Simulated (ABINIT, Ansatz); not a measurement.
## Quasiparticle gap of YVO4 (I4_1/amd) in ABINIT

Aim: the G0W0 gap of YVO4 (I4_1/amd) on LDA, step by step.

Calculated with ABINIT 10.8.3; LDA and many-body steps on it, plane waves.

### Step 1. The starting structure

It takes space group I4_1/amd (No. 141, tetragonal). The conventional cell has a = 7.118 Å, b = 7.118 Å, c = 6.289 Å, α = 90.00°, β = 90.00°, γ = 90.00°. Y has 8 O at 2.30 to 2.43 Å nearest. Nearest to V lie 4 O at 1.71 Å. Nearest to O lie 1 V at 1.71 Å and 2 Y at 2.30 to 2.43 Å. Farther neighbours and most contacts between anions are not listed.

The cell and positions come from the Crystallography Open Database and are kept as given unless a step says otherwise.

### Step 2. Ground state

This step: ABINIT 10.8.3; DFT, LDA, plane waves, norm-conserving pseudopotentials.

The ground-state density comes first.

File run.abi:

```
acell 3*1.0 Angstrom
rprim 
  -3.559150000000 3.559150000000 3.144650000000
  3.559150000000 -3.559150000000 3.144650000000
  3.559150000000 3.559150000000 -3.144650000000
ntypat 3
znucl 39 23 8
natom 12
typat 1 1 2 2 3 3 3 3 3 3 3 3
xred 
  0.750000000000 0.250000000000 0.500000000000
  0.000000000000 0.000000000000 0.000000000000
  0.500000000000 0.500000000000 0.000000000000
  0.250000000000 0.750000000000 0.500000000000
  0.510000000000 0.325800000000 0.184200000000
  0.075800000000 0.391600000000 0.315800000000
  0.141600000000 0.325800000000 0.815800000000
  0.075800000000 0.760000000000 0.684200000000
  0.240000000000 0.924200000000 0.315800000000
  0.674200000000 0.490000000000 0.815800000000
  0.608400000000 0.924200000000 0.684200000000
  0.674200000000 0.858400000000 0.184200000000
pp_dirpath "pseudos"
pseudos "Y.upf, V.upf, O.upf"
ecut 38
ngkpt 4 4 4
nshiftk 1
shiftk 0 0 0
kptopt 1
chksymbreak 0
nband 58
occopt 1
tolvrs 1e-08
nstep 60
prtwf 0
optforces 0
optstress 0
indata_prefix "in"
outdata_prefix "out"
tmpdata_prefix "tmp"
```

The run is started by

```bash
$ OMP_NUM_THREADS=1 mpirun -n 8 abinit run.abi > log
```

Numbers of over 12 decimals in the logs are rounded to 6 here.

Log:

```text
.Version 10.8.3 of ABINIT. v10.8.2 released Aug 2026.

 Symmetries : space group I4_1/a m d (#141); Bravais tI (body-center tetrag.)
================================================================================
 Values of the parameters that define the memory need of the present run
     intxc =       0    ionmov =       0      iscf =       7    lmnmax =       6
     lnmax =       6     mgfft =      64  mpssoang =       3    mqgrid =    3001
     natom =      12  nloc_mem =       1    nspden =       1   nspinor =       1
    nsppol =       1      nsym =      16    n1xccc =    2501    ntypat =       3
    occopt =       1   xclevel =       1
-    mband =          58        mffmem =           1         mkmem =           2
       mpw =       12062          nfft =      262144          nkpt =          13
================================================================================
  Rough estimation (10% accuracy) of disk space for files :
================================================================================

--------------------------------------------------------------------------------
------------- Echo of variables that govern the present computation ------------
--------------------------------------------------------------------------------
 -outvars: echo values of preprocessed input variables --------
            acell      1.8897261259E+00  1.8897261259E+00  1.8897261259E+00 Bohr

      chksymbreak           0
             ecut      3.80000000E+01 Hartree
-          fftalg         312

              ixc       -1012
              kpt      0.00000000E+00  0.00000000E+00  0.00000000E+00
                       2.50000000E-01  0.00000000E+00  0.00000000E+00
                       5.00000000E-01  0.00000000E+00  0.00000000E+00
                       2.50000000E-01  2.50000000E-01  0.00000000E+00
                       5.00000000E-01  2.50000000E-01  0.00000000E+00
                      -2.50000000E-01  2.50000000E-01  0.00000000E+00
                       5.00000000E-01  5.00000000E-01  0.00000000E+00
                       2.50000000E-01  2.50000000E-01  2.50000000E-01
                      -2.50000000E-01  2.50000000E-01  2.50000000E-01
                       5.00000000E-01  5.00000000E-01  2.50000000E-01
                      -2.50000000E-01  5.00000000E-01  2.50000000E-01
[...]
kptrlatt        4    0    0      0    4    0      0    0    4
          kptrlen      4.48619047E+01
P           mkmem           2
            natom          12
            nband          58
            ngfft          64      64      64
             nkpt          13
            nstep          60
             nsym          16
           ntypat           3
              occ      2.000000  2.000000  2.000000  2.000000  2.000000  2.000000
                       2.000000  2.000000  2.000000  2.000000  2.000000  2.000000
                       2.000000  2.000000  2.000000  2.000000  2.000000  2.000000
                       2.000000  2.000000  2.000000  2.000000  2.000000  2.000000
                       2.000000  2.000000  2.000000  2.000000  2.000000  2.000000
                       2.000000  2.000000  2.000000  2.000000  2.000000  2.000000
                       2.000000  2.000000  2.000000  2.000000  2.000000  2.000000
                       2.000000  2.000000  2.000000  2.000000  2.000000  2.000000
                       0.000000  0.000000  0.000000  0.000000  0.000000  0.000000
                       0.000000  0.000000  0.000000  0.000000
        optforces           0
        optstress           0
            prtwf           0
            rprim     -3.5591500000E+00  3.5591500000E+00  3.1446500000E+00
[...]
spgroup         141

           tolvrs      1.00000000E-08

             xred      7.5000000000E-01  2.5000000000E-01  5.0000000000E-01
[...]
znucl       39.00000   23.00000    8.00000

================================================================================

 chkinp: Checking input parameters for consistency.

================================================================================
== DATASET  1 ==================================================================
-   mpi_nproc: 8, omp_nthreads: 1 (-1 if OMP is not activated)
-    --> not optimal distribution: autoparal keyword recommended in input file <--

--- !DatasetInfo
iteration_state: {dtset: 1, }
dimensions: {natom: 12, nkpt: 13, mband: 58, nsppol: 1, nspinor: 1, nspden: 1, mpw: 12062, }
cutoff_energies: {ecut:  38.0, pawecutdg:  -1.0, }
electrons: {nelect:   9.60000000E+01, charge:   0.00000000E+00, occopt:   1.00000000E+00, tsmear:   1.00000000E-02, }

 Real(R)+Recip(G) space primitive vectors, cartesian coordinates (Bohr,Bohr^-1):
 R(1)= -6.7258187  6.7258187  5.9425273  G(1)=  0.0000000  0.0743404  0.0841393
 R(2)=  6.7258187 -6.7258187  5.9425273  G(2)=  0.0743404  0.0000000  0.0841393
 R(3)=  6.7258187  6.7258187 -5.9425273  G(3)=  0.0743404  0.0743404  0.0000000
 Unit cell volume ucvol=  1.0752798E+03 bohr^3
 Angles (23,13,12)=  1.06304477E+02  1.06304477E+02  1.16009272E+02 degrees

 getcut: wavevector=  0.0000  0.0000  0.0000  ngfft=  64  64  64
         ecut(hartree)=     38.000   => boxcut(ratio)=   2.05639

--- Pseudopotential description ------------------------------------------------
[...]
2   -1.033686
 pspatm: atomic psp has been read  and splines computed

   1.10542395E+04                                ecore*ucvol(ha*bohr**3)
--------------------------------------------------------------------------------

_setup2: Arith. and geom. avg. npw (full set) are   12027.453   12027.441

================================================================================

--- !BeginCycle
iteration_state: {dtset: 1, }
solver: {iscf: 7, nstep: 60, nline: 4, wfoptalg: 0, }
tolerances: {tolvrs: 1.00E-08, }

     iter   Etot(hartree)      deltaE(h)  residm     vres2
 ETOT  1  -359.86487680071    -3.599E+02 1.204E-01 7.714E+03
 ETOT  2  -334.14313936571     2.572E+01 1.227E-01 1.445E+05
 ETOT  3  -361.80579768454    -2.766E+01 6.050E-02 1.088E+03
 ETOT  4  -361.95895301493    -1.532E-01 3.359E-02 3.101E+02
 ETOT  5  -362.01331224760    -5.436E-02 1.083E-02 4.879E+01
 ETOT  6  -362.02370455520    -1.039E-02 6.897E-03 1.535E+00
 ETOT  7  -362.02411487515    -4.103E-04 6.899E-03 1.717E-02
 ETOT  8  -362.02411693973    -2.065E-06 4.582E-03 1.795E-03
 ETOT  9  -362.02411742406    -4.843E-07 5.770E-03 5.710E-05
 ETOT 10  -362.02411744685    -2.279E-08 5.862E-03 1.389E-06
 ETOT 11  -362.02411744795    -1.102E-09 5.503E-03 3.430E-07
 ETOT 12  -362.02411744809    -1.388E-10 3.784E-03 8.864E-09

 At SCF step   12       vres2   =  8.86E-09 < tolvrs=  1.00E-08 =>converged.

--- !ResultsGS
iteration_state: {dtset: 1, }
comment   : Summary of ground state results
lattice_vectors:
- [ -6.7258187,   6.7258187,   5.9425273, ]
- [  6.7258187,  -6.7258187,   5.9425273, ]
- [  6.7258187,   6.7258187,  -5.9425273, ]
lattice_lengths: [  11.21548,   11.21548,   11.21548, ]
lattice_angles: [106.304, 106.304, 116.009, ] # degrees, (23, 13, 12)
lattice_volume:   1.0752798E+03
convergence: {deltae: -1.388E-10, res2:  8.864E-09, residm:  3.784E-03, diffor:  0.000E+00, }
etotal    :  -3.62024117E+02
entropy   :   0.00000000E+00
fermie    :   1.14205251E-01
cartesian_stress_tensor: null
pressure_GPa: null
xred      :
- [  7.5000E-01,   2.5000E-01,   5.0000E-01,  Y]
- [  0.0000E+00,   0.0000E+00,   0.0000E+00,  Y]
- [  5.0000E-01,   5.0000E-01,   7.9915E-18,  V]
- [  2.5000E-01,   7.5000E-01,   5.0000E-01,  V]
- [  5.1000E-01,   3.2580E-01,   1.8420E-01,  O]
- [  7.5800E-02,   3.9160E-01,   3.1580E-01,  O]
- [  1.4160E-01,   3.2580E-01,   8.1580E-01,  O]
- [  7.5800E-02,   7.6000E-01,   6.8420E-01,  O]
- [  2.4000E-01,   9.2420E-01,   3.1580E-01,  O]
- [  6.7420E-01,   4.9000E-01,   8.1580E-01,  O]
- [  6.0840E-01,   9.2420E-01,   6.8420E-01,  O]
- [  6.7420E-01,   8.5840E-01,   1.8420E-01,  O]
cartesian_forces: null
force_length_stats: {min: null, max: null, mean: null, }

 Integrated electronic density in atomic spheres:
 ------------------------------------------------
 Atom  Sphere_radius  Integrated_density
[...]
================================================================================

 ----iterations are completed or convergence reached----

 Mean square residual over all n,k,spin=   16.073E-06; max=  37.838E-04
 reduced coordinates (array xred) for   12 atoms
[...]
0.075800000000      0.760000000000      0.684200000000
       0.240000000000      0.924200000000      0.315800000000
       0.674200000000      0.490000000000      0.815800000000
       0.608400000000      0.924200000000      0.684200000000
       0.674200000000      0.858400000000      0.184200000000
 rms dE/dt=  0.0000E+00; max dE/dt=  0.0000E+00; dE/dt below (all hartree)
    1       0.000000000000      0.000000000000      0.000000000000
    2       0.000000000000      0.000000000000      0.000000000000
    3       0.000000000000      0.000000000000      0.000000000000
    4       0.000000000000      0.000000000000      0.000000000000
    5       0.000000000000      0.000000000000      0.000000000000
    6       0.000000000000      0.000000000000      0.000000000000
    7       0.000000000000      0.000000000000      0.000000000000
    8       0.000000000000      0.000000000000      0.000000000000
    9       0.000000000000      0.000000000000      0.000000000000
[...]
cartesian coordinates (angstrom) at end:
[...]
8      4.870341     0.000000     0.476729
    9      3.559150    -1.311191     2.667921
   10      2.247959     3.559150     1.095596
   11      3.559150     1.311191     2.667921
   12      1.311191     0.000000     4.240246
 length scales=  1.889726125908  1.889726125908  1.889726125908 bohr
              =  1.000000000000  1.000000000000  1.000000000000 angstroms
 prteigrs : about to open file out_EIG
 Fermi (or HOMO) energy (hartree) =   0.11421   Average Vxc (hartree)=  -0.40071
 Eigenvalues (hartree) for nkpt=  13  k points:
 kpt#   1, nband= 58, wtk=  0.01563, kpt=  0.0000  0.0000  0.0000 (reduced coord)
  -2.19854   -2.19851   -1.33734   -1.33641   -1.25952   -1.25952   -1.25239   -1.25239
  -1.25219   -1.25219   -0.62165   -0.62165   -0.61609   -0.61128   -0.60663   -0.60663
  -0.49063   -0.46500   -0.45109   -0.45074   -0.45074   -0.43978   -0.43800   -0.43800
  -0.04080   -0.02537   -0.01815   -0.01780   -0.00776   -0.00776    0.00589    0.00949
   0.00949    0.01890    0.01890    0.02113    0.02755    0.04714    0.04861    0.05610
   0.06773    0.06773    0.09802    0.09921    0.09921    0.09934    0.09934    0.11421
   0.21986    0.24676    0.25502    0.25705    0.26846    0.30980    0.31324    0.31424
   0.33234    0.34281
 prteigrs : prtvol=0 or 1, do not print more k-points.

--- !EnergyTerms
iteration_state     : {dtset: 1, }
comment             : Components of total free energy in Hartree
kinetic             :  1.70619138421922E+02
hartree             :  1.00237386475257E+02
xc                  : -7.13495777568482E+01
Ewald energy        : -2.32755164152120E+02
psp_core            :  1.02803375859931E+01
local_psp           : -3.27818644296264E+02
non_local_psp       : -1.12375937260334E+01
total_energy        : -3.62024117448093E+02
total_energy_eV     : -9.85117809024046E+03
band_energy         : -4.20832096343552E+01

== END DATASET(S) ==============================================================
================================================================================

 -outvars: echo values of variables after computation  --------
           etotal     -3.6202411745E+02
            nband          58
             nkpt          13
          spgroup         141
 [... the other variables as echoed above ...]

 Calculation completed.
```

Elapsed: 78 s, on 8 MPI ranks of Arm Neoverse V2, shared host; peak memory 1.1 GiB.

This step gave:

```
total energy               : -9851.1781 eV
gap                        : 2.875 eV
k of the valence top       : 0, 0, 0
k of the conduction bottom : 0, 0, 0
least direct gap           : 2.875 eV
```

The gap is direct, at Γ.

### Step 3. Empty states on the mesh, 4×4×4 mesh, 283 bands

The sums over transitions need many empty states on a uniform mesh; this step solves for them.

Edit run.abi of step 2 so:

```diff
@@ -30,9 +30,10 @@
 chksymbreak 0
-nband 58
-occopt 1
-tolvrs 1e-08
+iscf -2
+irdden 1
+istwfk *1
+nband 283
+nbdbuf 24
+tolwfr 1e-09
 nstep 60
-prtwf 0
-optforces 0
-optstress 0
+prtvol 0
 indata_prefix "in"
```

Log:

```text
.Version 10.8.3 of ABINIT. v10.8.2 released Aug 2026.

 Symmetries : space group I4_1/a m d (#141); Bravais tI (body-center tetrag.)
[... echo of the input left out ...]
== DATASET  1 ==================================================================
-   mpi_nproc: 8, omp_nthreads: 1 (-1 if OMP is not activated)
-    --> not optimal distribution: autoparal keyword recommended in input file <--

--- !DatasetInfo
iteration_state: {dtset: 1, }
dimensions: {natom: 12, nkpt: 13, mband: 283, nsppol: 1, nspinor: 1, nspden: 1, mpw: 12062, }
cutoff_energies: {ecut:  38.0, pawecutdg:  -1.0, }
electrons: {nelect:   9.60000000E+01, charge:   0.00000000E+00, occopt:   1.00000000E+00, tsmear:   1.00000000E-02, }

 Real(R)+Recip(G) space primitive vectors, cartesian coordinates (Bohr,Bohr^-1):
 R(1)= -6.7258187  6.7258187  5.9425273  G(1)=  0.0000000  0.0743404  0.0841393
 R(2)=  6.7258187 -6.7258187  5.9425273  G(2)=  0.0743404  0.0000000  0.0841393
 R(3)=  6.7258187  6.7258187 -5.9425273  G(3)=  0.0743404  0.0743404  0.0000000
 Unit cell volume ucvol=  1.0752798E+03 bohr^3
 Angles (23,13,12)=  1.06304477E+02  1.06304477E+02  1.16009272E+02 degrees

 getcut: wavevector=  0.0000  0.0000  0.0000  ngfft=  64  64  64
         ecut(hartree)=     38.000   => boxcut(ratio)=   2.05639

--- Pseudopotential description ------------------------------------------------
- Y Generated using ONCVPSP code by D. R. Hamann
- 39.00000  11.00000  180309                  znucl, zion, pspdat
12 -1012 2 -1 1724                            pspcod,pspxc,lmax,lloc,mmax
     nproj     2     2     2
  pspatm : epsatm=   18.49213021
         --- l  ekb(1:nproj) -->
             0   10.120424    0.869710
             1    5.584292    0.424948
             2    1.196176    0.310479
 pspatm: atomic psp has been read  and splines computed

- V Generated using ONCVPSP code by D. R. Hamann
- 23.00000  13.00000  180309                  znucl, zion, pspdat
12 -1012 2 -1 1518                            pspcod,pspxc,lmax,lloc,mmax
     nproj     2     2     2
  pspatm : epsatm=   13.97969020
         --- l  ekb(1:nproj) -->
[...]
pspatm: atomic psp has been read  and splines computed

- O Generated using ONCVPSP code by D. R. Hamann
-  8.00000   6.00000  201201                  znucl, zion, pspdat
12 -1012 2 -1 926                             pspcod,pspxc,lmax,lloc,mmax
     nproj     2     2     1
  pspatm : epsatm=    6.27558587
         --- l  ekb(1:nproj) -->
[...]
2   -1.033686
 pspatm: atomic psp has been read  and splines computed

--------------------------------------------------------------------------------

================================================================================
 prteigrs : about to open file out_EIG
 Non-SCF case, kpt    1 (  0.00000  0.00000  0.00000), residuals and eigenvalues=
[...]
5.32E-10  7.77E-10  7.27E-10  7.09E-10  9.67E-10  1.66E-10  5.53E-10  9.39E-10
[...]
-2.1985E+00 -2.1985E+00 -1.3373E+00 -1.3364E+00 -1.2595E+00 -1.2595E+00
 -1.2524E+00 -1.2524E+00 -1.2522E+00 -1.2522E+00 -6.2165E-01 -6.2165E-01
 -6.1609E-01 -6.1128E-01 -6.0663E-01 -6.0663E-01 -4.9063E-01 -4.6500E-01
[...]
2.5126E+00  2.5245E+00  2.5245E+00  2.5301E+00  2.5301E+00  2.5393E+00
  2.5606E+00  2.5667E+00  2.5668E+00  2.5863E+00  2.5870E+00  2.6107E+00
  2.6172E+00
 prteigrs : prtvol=0 or 1, do not print more k-points.

--- !ResultsGS
iteration_state: {dtset: 1, }
comment   : Summary of ground state results
lattice_vectors:
- [ -6.7258187,   6.7258187,   5.9425273, ]
- [  6.7258187,  -6.7258187,   5.9425273, ]
- [  6.7258187,   6.7258187,  -5.9425273, ]
lattice_lengths: [  11.21548,   11.21548,   11.21548, ]
lattice_angles: [106.304, 106.304, 116.009, ] # degrees, (23, 13, 12)
lattice_volume:   1.0752798E+03
convergence: {deltae:  0.000E+00, res2:  0.000E+00, residm:  9.985E-10, diffor:  0.000E+00, }
etotal    :  -3.62024117E+02
entropy   :   0.00000000E+00
fermie    :   1.14205251E-01
cartesian_stress_tensor: null
pressure_GPa: null
xred      :
- [  7.5000E-01,   2.5000E-01,   5.0000E-01,  Y]
- [  0.0000E+00,   0.0000E+00,   0.0000E+00,  Y]
- [  5.0000E-01,   5.0000E-01,   7.9915E-18,  V]
- [  2.5000E-01,   7.5000E-01,   5.0000E-01,  V]
- [  5.1000E-01,   3.2580E-01,   1.8420E-01,  O]
- [  7.5800E-02,   3.9160E-01,   3.1580E-01,  O]
- [  1.4160E-01,   3.2580E-01,   8.1580E-01,  O]
[...]
- [  6.0840E-01,   9.2420E-01,   6.8420E-01,  O]
- [  6.7420E-01,   8.5840E-01,   1.8420E-01,  O]
cartesian_forces: null
force_length_stats: {min: null, max: null, mean: null, }

 Integrated electronic density in atomic spheres:
 ------------------------------------------------
 Atom  Sphere_radius  Integrated_density
[...]
================================================================================

 ----iterations are completed or convergence reached----

 Mean square residual over all n,k,spin=   49.768E-11; max=  99.851E-11
 reduced coordinates (array xred) for   12 atoms
[...]
0.674200000000      0.858400000000      0.184200000000

 cartesian coordinates (angstrom) at end:
    1     -0.000000     3.559150     1.572325
    2      0.000000     0.000000     0.000000
    3     -0.000000     0.000000     3.144650
[...]
11      3.559150     1.311191     2.667921
   12      1.311191     0.000000     4.240246
 length scales=  1.889726125908  1.889726125908  1.889726125908 bohr
              =  1.000000000000  1.000000000000  1.000000000000 angstroms
 prteigrs : about to open file out_EIG
 Eigenvalues (hartree) for nkpt=  13  k points:
 kpt#   1, nband=283, wtk=  0.01563, kpt=  0.0000  0.0000  0.0000 (reduced coord)
[...]
2.46573    2.46864    2.46864    2.48853    2.50728    2.50860    2.51265    2.52450
   2.52450    2.53006    2.53006    2.53930    2.56055    2.56669    2.56679    2.58631
   2.58702    2.61065    2.61717
 prteigrs : prtvol=0 or 1, do not print more k-points.

== END DATASET(S) ==============================================================
================================================================================

 -outvars: echo values of variables after computation  --------
            nband         283
             nkpt          13
          spgroup         141
 [... the other variables as echoed above ...]

 Calculation completed.
```

Elapsed: 6 min, on 8 MPI ranks; peak memory 1.4 GiB; 48 min of CPU time.

This step gave:

```
gap                                                           : 2.875 eV
k of the valence top                                          : 0, 0, 0
k of the conduction bottom                                    : 0, 0, 0
least direct gap                                              : 2.875 eV
k points computed                                             : 13
lowest point of the top converged band, above the valence top : 62.4817 eV
```

On this mesh the gap is 2.875 eV.

(Part 1 of 2 ends here.)

[Paths, hosts, dates, memory and timing lines, banners, echoed tables and standing remarks are left out of the program output.]

[Logs are printed without paths, hosts, clocks, repeated set-up lines and the standing remarks that a program may print on its own settings, such as how far it seeks lower states.]

[Runs of the session that timed out or met a known fault of the program may be left out.]

[Hosts, paths, dates, database ids (printed as entryN), source tags and the programs' standing remarks are cut or masked in the printed files.]

[G0W0 gaps are taken among the corrected bands and points alone; a level outside them can change the order at an edge.]

[Where Ansatz stands beside ABINIT at settings called matched, ABINIT's density can come from a denser mesh and the files from another edition; pairs whose starting gaps differed by over 0.03 eV were left out, so agreement reads better than it is.]
